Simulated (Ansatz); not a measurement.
## A hypothetical structure for Cd3Mo

Starting from a made-up structure for Cd3Mo, the aim is the relaxed cell, its shortest contacts and, where a second run follows, its electronic structure.

Calculated with Ansatz 0.2.0; DFT, PBE, plane-wave PAW, files of the set soft_1, scalar-relativistic, no spin, cell and ions relaxed at zero pressure; PAW set soft_1, in the first sound run; inputs show where later runs differ.

## (1) The starting structure

Symmetry: Pm-3m, No. 221, cubic system. The conventional cell has a = 4.291 Å, b = 4.291 Å, c = 4.291 Å, α = 90.00°, β = 90.00°, γ = 90.00°. Nearest to Cd lie 8 Cd at 3.03 Å and 4 Mo at 3.03 Å. Nearest to Mo lie 12 Cd at 3.03 Å. Farther neighbours are not listed.

## (2) Relaxing cell and atoms

The guess takes its coordinates from another compound and its volume from a rule, so the cell and any free coordinates are relaxed together.

input.yaml reads:

```yaml
crystal:
  lattice:
    - [4.291, 0.0, 0.0]
    - [0.0, 4.291, 0.0]
    - [0.0, 0.0, 4.291]
  atoms:
    - { symbol: Cd, position: [0.5, 0.5, 0.0] }
    - { symbol: Cd, position: [0.5, 0.0, 0.5] }
    - { symbol: Cd, position: [0.0, 0.5, 0.5] }
    - { symbol: Mo, position: [0.0, 0.0, 0.0] }
kpoints:
  mp_grid: { grid: [6, 6, 6] }
scf:
  occupations: { method: fermi_dirac, width: 0.05 }
hamiltonian:
  xc: pbe
  pseudopotentials: { kind: paw, azcp: { folder: soft_1 } }
relax:
  f_tol: 0.015
  max_steps: 70
  cell: {}
output:
  forces: true
  stress: true
```

Command:

```
> ansatz run input.yaml --threads 4 --pin off --max-ram 8192MiB --backend cpu --events-out ev --progress --plain --runs-dir out
```

Numbers of over 12 decimals in the logs are rounded to 6 here.

The log of the run:

```text
Engine: ansatz 0.2.0, aarch64-unknown-linux-gnu
Pseudopotentials: kind: paw
Pseudopotential: Cd, paw, valence charge 20, recommended cutoff 420 eV (normal), soft_1/Cd.paw.azcp
Pseudopotential: Mo, paw, valence charge 14, recommended cutoff 420 eV (normal), soft_1/Mo.paw.azcp
Functional definition: PBE
  parameter kappa = 0.804
  parameter beta = 0.066725
  exchange = pbe_x(kappa = kappa, mu = beta*pi^2/3)
  correlation = pbe_c(beta = beta)
Crystal: 4 atoms, lattice volume = 79.009 Å³
Basis set: ecut = 420 eV, 1551 PW (Γ), exchange–correlation on 60×60×60 points (8 copies of the dense FFT grid, shifted against one another)
Bands: 45, of which v1, the nominal top of the filled ones, is band 37 counted from 1 (36 counted from 0)
Symmetry: 48 space group operations
Space group: Pm-3m (ITA 221), of the structure as read, at distance tolerance 4.3e-5 Å
k-points: 20 of 216
Non-local potential: Cd, projectors of the file, l = 0: 3, l = 1: 2, l = 2: 2, l = 3: 1
Non-local potential: Mo, projectors of the file, l = 0: 3, l = 1: 2, l = 2: 2, l = 3: 1
PAW form: soft (Blöchl's): semilocal exchange-correlation on the pseudo side does not see the compensation charge
PAW one-centre angular grid: Cd, 590 points (default); XC on 64 Gauss nodes
PAW one-centre angular grid: Mo, 590 points (default); XC on 64 Gauss nodes
Initial density: superposition of atomic densities (chi_scale 0.1, normalization cell, long waves kept (reshape's long-wave potential 0.00 eV rms))
Initial wavefunctions: pseudopotential atomic-orbital guess
Functional: x = pbe(κ = 0.804, μ = 0.219515), c = pbe(β = 0.066725)
SCF iter   1: F=—  HF=-29720.225737 eV  |F-HF|=—  |Δ(HF+E_count)|=         —  Δρ=8.55e-2  dr2=1.12e1  ethr=3.10e-3  ⟨swp⟩=6.0  Hψ=3030  notcnv=0  defer=1
preconditioner: auto → Kerker (q_TF=auto, 2.699 Å⁻¹)  [metal: Δε(μ)=0.107 eV  Ē_g=11.282 eV  σ=0.050 eV  W_gap=0.49  n_scr=26 (ndim 8)  ℏωp=27.1 eV  f_vac=0.000  D(μ)=2.12/eV (n_scr^D=18)]
SCF iter   2: F=—  HF=-29718.293483 eV  |F-HF|=—  |Δ(HF+E_count)|=    1.93e0  Δρ=2.38e-2  dr2=4.22e-1  ethr=3.10e-3  ⟨swp⟩=3.0  Hψ=1778  notcnv=0  defer=28
SCF iter   3: F=—  HF=-29718.268037 eV  |F-HF|=—  |Δ(HF+E_count)|=   2.54e-2  Δρ=1.26e-2  dr2=1.36e-1  ethr=5.71e-4  ⟨swp⟩=2.0  Hψ=1121  notcnv=0  defer=31
SCF iter   4: F=—  HF=-29718.263741 eV  |F-HF|=—  |Δ(HF+E_count)|=   4.30e-3  Δρ=5.13e-3  dr2=2.83e-2  ethr=1.84e-4  ⟨swp⟩=2.0  Hψ=1034  notcnv=0  defer=31
SCF iter   5: F=—  HF=-29718.258440 eV  |F-HF|=—  |Δ(HF+E_count)|=   5.30e-3  Δρ=1.16e-3  dr2=1.23e-3  ethr=3.83e-5  ⟨swp⟩=2.0  Hψ=1509  notcnv=0  defer=31
SCF iter   6: F=—  HF=-29718.258189 eV  |F-HF|=—  |Δ(HF+E_count)|=   2.51e-4  Δρ=6.21e-4  dr2=7.81e-4  ethr=1.66e-6  ⟨swp⟩=2.1  Hψ=1347  notcnv=0  defer=31
SCF iter   7: F=—  HF=-29718.258098 eV  |F-HF|=—  |Δ(HF+E_count)|=   9.07e-5  Δρ=2.57e-4  dr2=9.91e-5  ethr=1.06e-6  ⟨swp⟩=2.0  Hψ=947  notcnv=0  defer=31
SCF iter   8: F=—  HF=-29718.258250 eV  |F-HF|=—  |Δ(HF+E_count)|=   1.52e-4  Δρ=5.06e-5  dr2=4.12e-6  ethr=1.34e-7  ⟨swp⟩=2.0  Hψ=986  notcnv=0  defer=31
SCF iter   9: F=—  HF=-29718.258250 eV  |F-HF|=—  |Δ(HF+E_count)|=   3.92e-7  Δρ=9.90e-6  dr2=1.11e-7  ethr=5.57e-9  ⟨swp⟩=1.9  Hψ=946  notcnv=0  defer=31
SCF iter  10: F=-29718.258250 eV  HF=-29718.258250 eV  |F-HF|=2.90e-9  |Δ(HF+E_count)|=   6.95e-9  Δρ=2.74e-6  dr2=9.39e-9  ethr=1.35e-10  ⟨swp⟩=3.8  Hψ=2460  notcnv=0
SCF 1 converged in 10 iterations: F = -29718.258250 eV  dr2 = 9.39e-9
  greatest PAW one-centre occupation: 1.000 electrons in one spin orbital (limit 2), on the Cd atom at site 2 (counted from 0), in its partial waves of l = 0
relax step   1: F+E_penalty+E_count = -29718.25825004 eV  Δ(F+E_penalty+E_count) = +0.000e0 eV  max|allowed force component| = 1.256e-28 eV/Å  Δτ_max = 0.0000 Å  P = -3.007 GPa  Ω = 79.009 Å³  (10 SCF iters, dr2 threshold 1.00e-7 eV, accepted)
Crystal: 4 atoms, lattice volume = 73.649 Å³
Basis set: ecut = 420 eV, 1419 PW (Γ), exchange–correlation on 60×60×60 points (8 copies of the dense FFT grid, shifted against one another)
Initial density: handed on by an earlier stage of this run
Initial wavefunctions: those handed on with the density
iter 1 solved again at ethr=1.93e-5 eV; its pass at ethr=3.10e-3 eV (dr2=1.43e-2 eV) is discarded
SCF iter   1: F=—  HF=-29718.250969 eV  |F-HF|=—  |Δ(HF+E_count)|=         —  Δρ=4.49e-3  dr2=1.50e-2  ethr=1.93e-5  ⟨swp⟩=1.9  Hψ=3901  notcnv=0
preconditioner: auto → Kerker (q_TF=auto, 2.730 Å⁻¹)  [metal: Δε(μ)=0.082 eV  Ē_g=11.265 eV  σ=0.050 eV  W_gap=0.36  n_scr=26 (ndim 8)  ℏωp=28.0 eV  f_vac=0.000  D(μ)=1.82/eV (n_scr^D=6)]
SCF iter   2: F=—  HF=-29718.247544 eV  |F-HF|=—  |Δ(HF+E_count)|=   3.43e-3  Δρ=2.28e-3  dr2=4.35e-3  ethr=1.93e-5  ⟨swp⟩=2.4  Hψ=1225  notcnv=0
SCF iter   3: F=—  HF=-29718.246352 eV  |F-HF|=—  |Δ(HF+E_count)|=   1.19e-3  Δρ=6.16e-4  dr2=3.41e-4  ethr=5.87e-6  ⟨swp⟩=2.3  Hψ=1290  notcnv=0
SCF iter   4: F=—  HF=-29718.246473 eV  |F-HF|=—  |Δ(HF+E_count)|=   1.21e-4  Δρ=2.07e-4  dr2=3.71e-5  ethr=4.60e-7  ⟨swp⟩=2.0  Hψ=1272  notcnv=0
SCF iter   5: F=—  HF=-29718.246465 eV  |F-HF|=—  |Δ(HF+E_count)|=   7.31e-6  Δρ=4.15e-5  dr2=2.45e-6  ethr=5.01e-8  ⟨swp⟩=2.5  Hψ=1365  notcnv=0
SCF iter   6: F=-29718.246465 eV  HF=-29718.246465 eV  |F-HF|=1.72e-7  |Δ(HF+E_count)|=   4.57e-7  Δρ=1.51e-5  dr2=3.34e-7  ethr=5.41e-10  ⟨swp⟩=4.0  Hψ=2809  notcnv=0
SCF 2 converged in 6 iterations: F = -29718.246465 eV  dr2 = 3.34e-7
relax step   2: F+E_penalty+E_count = -29718.24646478 eV  Δ(F+E_penalty+E_count) = +1.179e-2 eV  max|allowed force component| = 2.406e-29 eV/Å  Δτ_max = 0.0000 Å  P = +4.311 GPa  Ω = 73.649 Å³  energy of the carried Pulay correction = +1.245e-3 eV  (6 SCF iters, dr2 threshold 4.00e-7 eV, rejected (line search))
Crystal: 4 atoms, lattice volume = 76.715 Å³
Basis set: ecut = 420 eV, 1503 PW (Γ), exchange–correlation on 60×60×60 points (8 copies of the dense FFT grid, shifted against one another)
iter 1 solved again at ethr=6.92e-6 eV; its pass at ethr=3.10e-3 eV (dr2=5.12e-3 eV) is discarded
SCF iter   1: F=—  HF=-29718.284283 eV  |F-HF|=—  |Δ(HF+E_count)|=         —  Δρ=2.63e-3  dr2=5.45e-3  ethr=6.92e-6  ⟨swp⟩=1.4  Hψ=3898  notcnv=0
preconditioner: auto → Kerker (q_TF=auto, 2.712 Å⁻¹)  [metal: Δε(μ)=0.015 eV  Ē_g=11.073 eV  σ=0.050 eV  W_gap=0.07  n_scr=26 (ndim 8)  ℏωp=27.5 eV  f_vac=0.000  D(μ)=1.86/eV (n_scr^D=18)]
SCF iter   2: F=—  HF=-29718.283030 eV  |F-HF|=—  |Δ(HF+E_count)|=   1.25e-3  Δρ=1.33e-3  dr2=1.58e-3  ethr=6.92e-6  ⟨swp⟩=2.9  Hψ=1242  notcnv=0
SCF iter   3: F=—  HF=-29718.282598 eV  |F-HF|=—  |Δ(HF+E_count)|=   4.32e-4  Δρ=3.78e-4  dr2=1.36e-4  ethr=2.14e-6  ⟨swp⟩=2.5  Hψ=1307  notcnv=0
SCF iter   4: F=—  HF=-29718.282580 eV  |F-HF|=—  |Δ(HF+E_count)|=   1.83e-5  Δρ=1.23e-4  dr2=1.36e-5  ethr=1.84e-7  ⟨swp⟩=2.0  Hψ=1290  notcnv=0
SCF iter   5: F=—  HF=-29718.282754 eV  |F-HF|=—  |Δ(HF+E_count)|=   1.74e-4  Δρ=2.48e-5  dr2=8.98e-7  ethr=1.84e-8  ⟨swp⟩=2.6  Hψ=1426  notcnv=0
SCF iter   6: F=—  HF=-29718.282739 eV  |F-HF|=—  |Δ(HF+E_count)|=   1.50e-5  Δρ=9.09e-6  dr2=1.36e-7  ethr=1.21e-9  ⟨swp⟩=2.0  Hψ=1011  notcnv=0
SCF iter   7: F=—  HF=-29718.282739 eV  |F-HF|=—  |Δ(HF+E_count)|=   2.23e-8  Δρ=1.71e-6  dr2=2.65e-9  ethr=1.84e-10  ⟨swp⟩=2.0  Hψ=1076  notcnv=0
SCF iter   8: F=—  HF=-29718.282739 eV  |F-HF|=—  |Δ(HF+E_count)|=  8.40e-10  Δρ=3.72e-7  dr2=9.37e-11  ethr=3.58e-12  ⟨swp⟩=2.4  Hψ=1312  notcnv=0
SCF iter   9: F=-29718.282739 eV  HF=-29718.282739 eV  |F-HF|=3.64e-12  |Δ(HF+E_count)|=  6.18e-11  Δρ=9.17e-8  dr2=6.22e-12  ethr=1.00e-12  ⟨swp⟩=3.9  Hψ=2559  notcnv=0
SCF 3 converged in 9 iterations: F = -29718.282739 eV  dr2 = 6.22e-12
relax step   3: F+E_penalty+E_count = -29718.28273894 eV  Δ(F+E_penalty+E_count) = -2.449e-2 eV  max|allowed force component| = 6.653e-29 eV/Å  Δτ_max = 0.0000 Å  P = -0.256 GPa  Ω = 76.715 Å³  energy of the carried Pulay correction = +5.150e-4 eV  (9 SCF iters, accepted)
Crystal: 4 atoms, lattice volume = 76.524 Å³
iter 1 solved again at ethr=1.16e-8 eV; its pass at ethr=3.10e-3 eV (dr2=8.57e-6 eV) is discarded
SCF iter   1: F=—  HF=-29718.282785 eV  |F-HF|=—  |Δ(HF+E_count)|=         —  Δρ=1.61e-4  dr2=2.09e-5  ethr=1.16e-8  ⟨swp⟩=2.0  Hψ=3794  notcnv=0
eigensolver tolerance schedule calibrated: the retry pair's looser diagonalisation under-reported the residual by θ = 0.59 (0.11/decade); ethr = c·dr2/N_el runs at the constant in force after the calibration composes with the one it found (an armed cap, an earlier calibration), c = 8.5e-2
preconditioner: auto → Kerker (q_TF=auto, 2.713 Å⁻¹)  [metal: Δε(μ)=0.075 eV  Ē_g=11.064 eV  σ=0.050 eV  W_gap=0.33  n_scr=26 (ndim 8)  ℏωp=27.5 eV  f_vac=0.000  D(μ)=1.89/eV (n_scr^D=18)]
SCF iter   2: F=—  HF=-29718.282940 eV  |F-HF|=—  |Δ(HF+E_count)|=   1.55e-4  Δρ=8.14e-5  dr2=5.97e-6  ethr=1.16e-8  ⟨swp⟩=2.0  Hψ=1212  notcnv=0
SCF iter   3: F=—  HF=-29718.282938 eV  |F-HF|=—  |Δ(HF+E_count)|=   1.56e-6  Δρ=2.35e-5  dr2=5.29e-7  ethr=6.83e-9  ⟨swp⟩=2.1  Hψ=1288  notcnv=0
iter 4 did not close the SCF: its close was put off for the readings that it lacked (scf_convergence_deferred on its scf_iter line)
SCF iter   4: F=-29718.282938 eV  HF=-29718.282938 eV  |F-HF|=2.23e-8  |Δ(HF+E_count)|=   8.40e-8  Δρ=7.80e-6  dr2=5.42e-8  ethr=6.04e-10  ⟨swp⟩=2.0  Hψ=1307  notcnv=0
iter 5 did not close the SCF: its close was put off for the readings that it lacked (scf_convergence_deferred on its scf_iter line)
SCF iter   5: F=-29718.282938 eV  HF=-29718.282938 eV  |F-HF|=1.75e-9  |Δ(HF+E_count)|=   1.07e-8  Δρ=1.54e-6  dr2=3.70e-9  ethr=6.19e-11  ⟨swp⟩=2.4  Hψ=1437  notcnv=0
SCF iter   6: F=-29718.282938 eV  HF=-29718.282938 eV  |F-HF|=2.76e-10  |Δ(HF+E_count)|=  6.48e-10  Δρ=5.84e-7  dr2=5.32e-10  ethr=4.23e-12  ⟨swp⟩=1.1  Hψ=2122  notcnv=0
SCF 4 converged in 6 iterations: F = -29718.282938 eV  dr2 = 5.32e-10
relax step   4: F+E_penalty+E_count = -29718.28293796 eV  Δ(F+E_penalty+E_count) = -1.990e-4 eV  max|allowed force component| = 3.340e-29 eV/Å  Δτ_max = 0.0000 Å  P = -0.004 GPa  Ω = 76.524 Å³  energy of the carried Pulay correction = +5.589e-4 eV  (6 SCF iters, dr2 threshold 1.64e-7 eV, accepted)
Initial wavefunctions: pseudopotential atomic-orbital guess (no wavefunctions were taken with the density)
iter 1 solved again at ethr=2.50e-8 eV; its pass at ethr=3.10e-3 eV (dr2=1.85e-5 eV) is discarded
SCF iter   1: F=—  HF=-29718.282221 eV  |F-HF|=—  |Δ(HF+E_count)|=         —  Δρ=5.72e-5  dr2=4.45e-7  ethr=2.50e-8  ⟨swp⟩=3.0  Hψ=5364  notcnv=0
preconditioner: auto → Kerker (q_TF=auto, 2.713 Å⁻¹)  [metal: Δε(μ)=0.075 eV  Ē_g=11.065 eV  σ=0.050 eV  W_gap=0.33  n_scr=26 (ndim 8)  ℏωp=27.5 eV  f_vac=0.000  D(μ)=1.89/eV (n_scr^D=18)]
SCF iter   2: F=—  HF=-29718.282377 eV  |F-HF|=—  |Δ(HF+E_count)|=   1.56e-4  Δρ=2.85e-5  dr2=1.32e-7  ethr=6.01e-10  ⟨swp⟩=2.0  Hψ=1519  notcnv=0
SCF iter   3: F=—  HF=-29718.282377 eV  |F-HF|=—  |Δ(HF+E_count)|=   1.06e-7  Δρ=8.84e-6  dr2=2.16e-8  ethr=1.79e-10  ⟨swp⟩=3.0  Hψ=1494  notcnv=0
SCF iter   4: F=—  HF=-29718.282377 eV  |F-HF|=—  |Δ(HF+E_count)|=   7.33e-9  Δρ=5.22e-7  dr2=2.10e-10  ethr=2.92e-11  ⟨swp⟩=2.0  Hψ=1285  notcnv=0
iter 5 did not close the SCF: its close was put off for the readings that it lacked (scf_convergence_deferred on its scf_iter line)
SCF iter   5: F=-29718.282377 eV  HF=-29718.282377 eV  |F-HF|=3.64e-12  |Δ(HF+E_count)|=  5.82e-11  Δρ=7.99e-8  dr2=8.63e-12  ethr=1.00e-12  ⟨swp⟩=1.2  Hψ=904  notcnv=0
SCF iter   6: F=-29718.282377 eV  HF=-29718.282377 eV  |F-HF|=0.00e0  |Δ(HF+E_count)|=  1.09e-11  Δρ=2.85e-8  dr2=8.29e-13  ethr=1.00e-12  ⟨swp⟩=2.5  Hψ=2636  notcnv=0
SCF 5 converged in 6 iterations: F = -29718.282377 eV  dr2 = 8.29e-13
  greatest PAW one-centre occupation: 1.000 electrons in one spin orbital (limit 2), on the Cd atom at site 0 (counted from 0), in its partial waves of l = 0
relax step   5: F+E_penalty+E_count = -29718.28237712 eV  Δ(F+E_penalty+E_count) = +5.608e-4 eV  max|allowed force component| = 2.853e-29 eV/Å  Δτ_max = 0.0000 Å  P = -0.003 GPa  Ω = 76.524 Å³  stress off target by 3.20e-3 GPa  SCF on the basis re-selected at this cell (its energy is not comparable with the rows above)  (6 SCF iters)
basis re-selected at this cell: Δ(F+E_penalty+E_count) = +5.608e-4 eV, ΔP = +0.001 GPa vs the last step (what re-selecting the basis moved, of the pressure what is left beyond the Pulay correction that the steps carried, after the strain that the cell walked since its last selection, with what the two solves' SCF thresholds leave and, on support functions, any second-order correction that the steps lacked; it is no m [...]
SCF converged after 6 iterations
Free energy (F): -29718.282377 eV
Harris-Foulkes:  -29718.282377 eV  (|F-HF|=0.00e0)
Internal energy: -29718.266216 eV  (E = F + TS)
E sigma→0 (E₀):  -29718.274297 eV
Entropy (-TS):   -0.016161 eV (-4.040 meV/atom)
Fermi energy:    16.593917 eV
--- Per-component energies (eV) ---
  E_band       = -1161.407300
  E_kinetic    = 1741.403045
  E_local      = -9355.305237  (includes V_loc(G=0)·N_el)
  E_nonlocal   = 504.762080
  E_hartree    = 4288.398474
  E_xc         = -647.620531
  E_vxc        = -810.440300  (∫ρ·V_xc dr)
  E_paw        = -15502.331679  (= ΣΔE_a)
  E_vpaw       = -1818.624989  (= ΣTr[D̂ρ^β])
  E_aug_tail   = 0.001116  (compensation charges beyond the density's cutoff)
  E_ewald      = -10747.573485
  E_smearing   = -0.016161  (= −TS)
  E_closure    = -0.000000  (closes the sum)
  Σ components = -29718.282377   (vs F -29718.282377, Δ=0.00e0)
--- Forces (eV/Å), atoms counted from 1 ---
  atom   1  Cd     0.00000000     0.00000000    -0.00000000
  atom   2  Cd     0.00000000     0.00000000     0.00000000
  atom   3  Cd    -0.00000000     0.00000000     0.00000000
  atom   4  Mo    -0.00000000    -0.00000000     0.00000000
  max |Σ_I F_I| component: 8.78e-29 eV/Å
--- Stress (GPa, compression-positive) ---
       -0.003196       0.000000      -0.000000
        0.000000      -0.003196      -0.000000
       -0.000000       0.000000      -0.003196
  P = ⅓ Tr σ = -0.0032 GPa (-0.032 kbar)
--- Relaxed structure (4 steps of the walk, 3 accepted, 1 SCFs on fresh bases) ---
  F+E_penalty+E_count = -29718.28237712 eV   max|allowed force component| = 2.853e-29 eV/Å   (the final SCF, on the basis selected at the relaxed cell)
  cell:  # Å, volume = 76.5243 Å³
    - [4.245542, 0, 0]
    - [0, 4.245542, 0.0]
    - [0, 0.0, 4.245542]
  atoms:
    - { symbol: Cd, position: [0.5, 0.5, 0] }
    - { symbol: Cd, position: [0.5, 0, 0.5] }
    - { symbol: Cd, position: [0, 0.5, 0.5] }
    - { symbol: Mo, position: [0, 0, 0] }
```

Wall time 5.4 s (4 threads of Arm Neoverse V1, shared host); peak memory 0.42 GiB.

Step by step:

| step | energy less that of the first step (eV) | largest force component (eV/Å) | pressure (GPa) | volume (Å³) |
| --- | --- | --- | --- | --- |
| 1 | 0.0000 | 0.0000 | -3.01 | 79.01 |
| 2 | 0.0118 | 0.0000 | 4.31 | 73.65 |
| 3 | -0.0245 | 0.0000 | -0.26 | 76.71 |
| 4 | -0.0247 | 0.0000 | 0.00 | 76.52 |
| 5* | -0.0241 | 0.0000 | 0.00 | 76.52 |

Relaxation steps marked * repeat the geometry before them on a plane-wave basis chosen anew for their cell, so energy and pressure can jump there. Relaxation step 2 was tried and not accepted.

The run keeps the 48 symmetry operations that it works with, so distortions that break them were not tested.

| conventional cell, symmetrised | before | after | change |
| --- | --- | --- | --- |
| a (Å) | 4.291 | 4.246 | -1.1 % |
| b (Å) | 4.291 | 4.246 | -1.1 % |
| c (Å) | 4.291 | 4.246 | -1.1 % |
| volume (Å³/atom) | 19.75 | 19.13 | -3.1 % |

Final coordinates:

```xyz
4
Lattice="4.2455 0.0000 0.0000 0.0000 4.2455 0.0000 0.0000 0.0000 4.2455" Properties=species:S:1:pos:R:3 pbc="T T T"
Cd    2.1228    2.1228    0.0000
Cd    2.1228    0.0000    2.1228
Cd    0.0000    2.1228    2.1228
Mo    0.0000    0.0000    0.0000
```

Numbers from this step:

```
free energy             : -29718.2824 eV
energy at zero smearing : -29718.2743 eV
smearing term TS        : 0.01616 eV
Fermi energy            : 16.59 eV
electrons               : 74
symmetry operations     : 48
pressure                : -0.003196 GPa
```

The shortest distance of each pair, which need not be the same contact before and after:

| pair | guess (Å) | relaxed (Å) |
| --- | --- | --- |
| Cd–Mo | 3.034 | 3.002 |
| Cd–Cd | 3.034 | 3.002 |
| Mo–Mo | 4.291 | 4.246 |

The relaxation ends with a pressure of 0.00 GPa.

[end of part 1 of 2]

[Logs are printed without paths, hosts, clocks, repeated set-up lines and the standing remarks that a program may print on its own settings, such as how far it seeks lower states.]

[Hosts, paths, dates, database ids (printed as entryN), source tags and the programs' standing remarks are cut or masked in the printed files.]
